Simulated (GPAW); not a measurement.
# How the form of the self-energy moves the gap of OsBr2 (1T monolayer), part 2 of 2

How much does the gap of OsBr2 (1T monolayer) depend on the approximation to the self-energy?

GPAW 26.7.0; PBE and many-body steps on it, plane waves. Known limits of the many-body steps: extrapolated from modest cutoffs; no spin polarisation; d states lean on the start; no spin-orbit coupling.

So far. Step 2 (Empty states on the mesh, 9×9×1 mesh, 302 bands): On this mesh the gap is 1.183 eV.

### 5. G0W0, extrapolated in the cutoff

Now the one-shot GW correction: screening in the RPA, then the self-energy of the levels asked for.

This step: G0W0 on PBE, plane waves, PAW.

run.py

```python
import json
import numpy as np
from gpaw.mpi import world
from gpaw.response.g0w0 import G0W0

gw = G0W0('full.gpw',
    filename='gw',
    kpts=[0, 3],
    bands=(12, 16),
    ecut=80.0,
    truncation='2D',
    integrate_gamma='sphere',
    q0_correction=True,
    frequencies={'type': 'nonlinear', 'domega0': 0.15, 'omega2': 15.0},
    eta=0.1,
    nblocksmax=True,
    ecut_extrapolation=True)
gw.calculate()
res = {mode: {k: v for k, v in r.items() if k != 'sigma_eskwn'}
       for mode, r in gw.all_results.items()}

if world.rank == 0:
    with open('result.json', 'w') as f:
        json.dump(res, f, default=lambda x: x.tolist())
```

Run with:

```bash
$ mpirun -n 8 gpaw python run.py
```

Numbers of over 12 decimals in the logs are rounded to 6 here.

The log of the run:

```text
Using integrator: PointIntegrator
NonLinearFrequencyDescriptor(from 0.000 to 124.434 eV, 188 points)
Nonperiodic BCs:  [False False  True]
Using integrator: PointIntegrator
NonLinearFrequencyDescriptor(from 0.000 to 124.434 eV, 188 points)
Nonperiodic BCs:  [False False  True]
Applying analytical 2D correction to W:
    Evaluating Gamma point contribution to W on a 15x15x1 grid
  ___  _ _ _
 |   || | | |
 | | || | | |
 |__ ||_____|
 |___|

BZ k-points: Symmetries present (total): 12

  [... matrices ...]
81 k-points: 9 x 9 x 1 Monkhorst-Pack grid
12 k-points in the irreducible part of the Brillouin zone
       k-points in crystal coordinates                weights
   0:     0.00000000    0.00000000    0.00000000          1/81
   1:     0.11111111    0.00000000    0.00000000          6/81
   2:     0.22222222   -0.11111111    0.00000000          6/81
   3:     0.22222222    0.00000000    0.00000000          6/81
   4:     0.33333333   -0.11111111    0.00000000         12/81
   5:     0.33333333    0.00000000    0.00000000          6/81
   6:     0.33333333    0.33333333    0.00000000          2/81
   7:     0.44444444   -0.22222222    0.00000000          6/81
   8:     0.44444444   -0.11111111    0.00000000         12/81
   9:     0.44444444    0.00000000    0.00000000          6/81
          ...
  11:     0.44444444    0.44444444    0.00000000          6/81

Distributing spins, k-points and bands (1 x 2 x 4) over 1 process
Number of blocks: 8

Quasi particle states:
k-points (IBZ indices): [0, 3]
Band range: (12, 16)
  [... matrices ...]
Computational parameters:
Extrapolating to infinite plane wave cut-off using points at:
  68.942 eV
  73.959 eV
  80.000 eV
Number of bands: 292
Coulomb cutoff: 2D
Broadening: 0.1 eV

fxc modes: GW
Kernel: RPA
Using full-frequency real axis integration
Summing all q:

Calculating screened Coulomb potential
2D Coulomb truncation
NonLinearFrequencyDescriptor(from 0.000 to 124.434 eV, 188 points)
Removing empty qpoint cache files...

Calculating chi0 body with:
    Ground state adapter containing:
    Number of spins: 1
    Number of kpoints: 81
    Number of irreducible kpoints: 12
    Number of completely occupied states: 14
    Number of partially occupied states: 14
    Occupied states memory: 5.9814453125 M / cpu

    Linear response parametrization:
    q_c: [0.0, 0.0, 0.0]
    Number of frequency points: 188
    Planewave cutoff: 80.0
    Number of bands: 292
    Number of planewaves: 291
    Broadening (eta): 0.1
    comm.size: 8
    kncomm.size: 1
    blockcomm.size: 8

    Memory estimate of potentially large arrays:
        chi0_wGG: 30.365044 M / cpu
Integrating chi0 body.

Symmetries of q_c:
    Direct symmetries (Uq -> q): 12
    Indirect symmetries (TUq -> q): 0
In total 12 allowed symmetries.

  [... matrices ...]
12 groups of equivalent kpoints. 85.185185% reduction.

Integral kind: spectral function
Integrating chi0 head and wings.

Symmetries of q_c:
    Direct symmetries (Uq -> q): 12
    Indirect symmetries (TUq -> q): 0
In total 12 allowed symmetries.

  [... matrices ...]
12 groups of equivalent kpoints. 85.185185% reduction.

Integral kind: spectral function wings

Calculating chi0 body with:
    Ground state adapter containing:
    Number of spins: 1
    Number of kpoints: 81
    Number of irreducible kpoints: 12
    Number of completely occupied states: 14
    Number of partially occupied states: 14
    Occupied states memory: 5.9814453125 M / cpu

[... the further q-points ...]
Extrapolating selfenergy to infinite energy cutoff:
  Performing linear fit to 3 points
  Minimum R^2 = 0.9614. (R^2 Should be close to 1)
  [... matrices ...]
Results:
f:      Occupation numbers
eps:     KS-eigenvalues [eV]
vxc:     KS vxc [eV]
exx:     Exact exchange [eV]
sigma:   Self-energies [eV]
dsigma:  Self-energy derivatives
Z:       Renormalization factors
qp:      QP-energies [eV]

k-point 0 (0): (0.000, 0.000, 0.000)                GW
band       f     eps     vxc     exx   sigma  dsigma       Z      qp
                                                                   GW
  12   1.000  -1.525 -20.740 -24.381   3.195  -0.607   0.622  -1.802
  13   1.000  -0.575 -20.020 -23.379   2.676  -0.485   0.673  -1.035
  14   0.000   2.044 -21.674 -16.760  -3.651  -0.575   0.635   2.847
  15   0.000   2.045 -21.673 -16.760  -3.651  -0.575   0.635   2.847

k-point 1 (3): (0.222, 0.000, 0.000)                GW
band       f     eps     vxc     exx   sigma  dsigma       Z      qp
                                                                   GW
  12   1.000  -0.825 -21.386 -25.048   3.082  -0.482   0.675  -1.216
  13   1.000  -0.168 -21.560 -25.089   2.886  -0.439   0.695  -0.615
  14   0.000   1.015 -19.503 -14.901  -3.377  -0.372   0.729   1.907
  15   0.000   1.717 -21.333 -16.269  -3.741  -0.462   0.684   2.622
```

Wall time 10 min (8 MPI ranks of Intel Xeon 6975P-C (Granite Rapids), shared host); peak memory 3.9 GiB.

This step gave:

```yaml
quasiparticle_gap_on_the_points_computed: 2.522 eV
least_direct_quasiparticle_gap_on_the_computed_points: 2.522 eV
z_at_the_valence_top: 0.6950
z_at_the_conduction_bottom: 0.7287
starting_gap_on_the_mesh: 1.183 eV
k_of_the_valence_top: 0.2222, 0, 0
k_of_the_conduction_bottom: 0.2222, 0, 0
gaps_at_the_cutoffs_of_the_extrapolation: 2.485, 2.487, 2.493 eV
```

The gap on the mesh goes from 1.18 eV to 2.52 eV, a correction of +1.34 eV.

### 6. One-shot Hartree-Fock

This step: one-shot Hartree-Fock levels on PBE orbitals, plane waves, PAW.

run.py

```python
import json
import numpy as np
from gpaw.mpi import world
from gpaw.hybrids.eigenvalues import non_self_consistent_eigenvalues

dft, vxc, vxc_hyb = non_self_consistent_eigenvalues('full.gpw', 'EXX', 12, 16, kpt_indices=[0, 3])
res = {'dft': dft[0], 'hybrid': (dft - vxc + vxc_hyb)[0]}
if world.rank == 0:
    with open('hybrid.txt', 'w') as f:
        for k, e0, e1 in zip([0, 3], res['dft'], res['hybrid']):
            print(k, ' '.join(f'{x:9.4f}' for x in e0), '|', ' '.join(f'{x:9.4f}' for x in e1), file=f)

if world.rank == 0:
    with open('result.json', 'w') as f:
        json.dump(res, f, default=lambda x: x.tolist())
```

Run with:

```bash
$ mpirun -n 8 gpaw python run.py
```

The log of the run:

```text
IBZ(<points: 12, symmetries: 12>)
Occupied bands: 14
Transforming wave functions from IBZ to BZ: 0.061 seconds
Distributing wave functions and iFFT-ing to real space: 0.225 seconds
Calculating eigenvalues:
  k-points: 2
  Bands: 12-15 (inclusive)
  Seconds: 1.466 (wave-function broadcasting: 0.023 seconds)
HSE06-eigenvalue shifts:
  min: -3.662 eV
  ave: 0.663 eV
  max: 5.064 eV
```

Wall time 7 s (8 MPI ranks); peak memory 2.5 GiB.

This step gave:

```
starting gap on the mesh                       : 1.183 eV
hybrid gap on the mesh                         : 9.314 eV
least direct hybrid gap on the computed points : 9.314 eV
```

### 7. The runs together

Times are wall times on 8 MPI ranks of Intel Xeon 6975P-C (Granite Rapids), shared host, good to a factor of about two.

| run | mesh | bands | screening cutoff (eV) | DFT gap (eV) | gap on the mesh (eV) | direct (eV) | time |
| --- | --- | --- | --- | --- | --- | --- | --- |
| one-shot HSE06 | 9×9×1 | - | - | 1.183 | 2.488 | 2.488 | 5.3 s |
| GLLB-SC, self-consistent | 9×9×1 | - | - | 1.773 | 2.443 | - | 19 s |
| G0W0, extrapolated in the cutoff | 9×9×1 | - | 80 | 1.183 | 2.522 | 2.522 | 10 min |
| one-shot Hartree-Fock | 9×9×1 | - | - | 1.183 | 9.314 | 9.314 | 7 s |

### 8. Summary of results

| Item | Value |
| --- | --- |
| one-shot HSE06 | 2.488 eV |
| GLLB-SC, self-consistent | 2.443 eV |
| G0W0, extrapolated in the cutoff | 2.522 eV |
| one-shot Hartree-Fock | 9.314 eV |
| known limits | not at the basis limit; no spin polarisation; d states lean on the start; no spin-orbit coupling |

In words: GLLB-SC, self-consistent: −0.045 eV against one-shot HSE06, +0.590 eV of it in the start. G0W0, extrapolated in the cutoff: +0.034 eV against one-shot HSE06, at other bands or cutoff, so not like for like. One-shot Hartree-Fock: +6.826 eV against one-shot HSE06. One-shot hybrid levels are evaluated on the PBE orbitals. GLLB-SC has a self-consistent start of its own and adds its derivative discontinuity. Bands and cutoff are finite, so the gap is not at the basis limit. The miss can reach some tenths of an eV and take either sign; the mesh is an error of its own. These stock PAW sets were not made for GW; the filled d or f shell of Br lies in the frozen core, which bears on start and correction. The runs have no spin polarisation. For a closed low-spin shell that is the natural state; where a d or f shell is open it is a constraint, and the gap is then not the crystal's own. With d states at the gap, one-shot GW leans hard on its start. The many-body steps are scalar-relativistic: spin-orbit coupling is not in them.

[Paths, hosts, dates, memory and timing lines, banners, echoed tables and standing remarks are left out of the program output.]

[Logs are printed without paths, hosts, clocks, repeated set-up lines and the standing remarks that a program may print on its own settings, such as how far it seeks lower states.]

[Runs of the session that timed out or met a known fault of the program may be left out.]

[Hosts, paths, dates, database ids (printed as entryN), source tags and the programs' standing remarks are cut or masked in the printed files.]
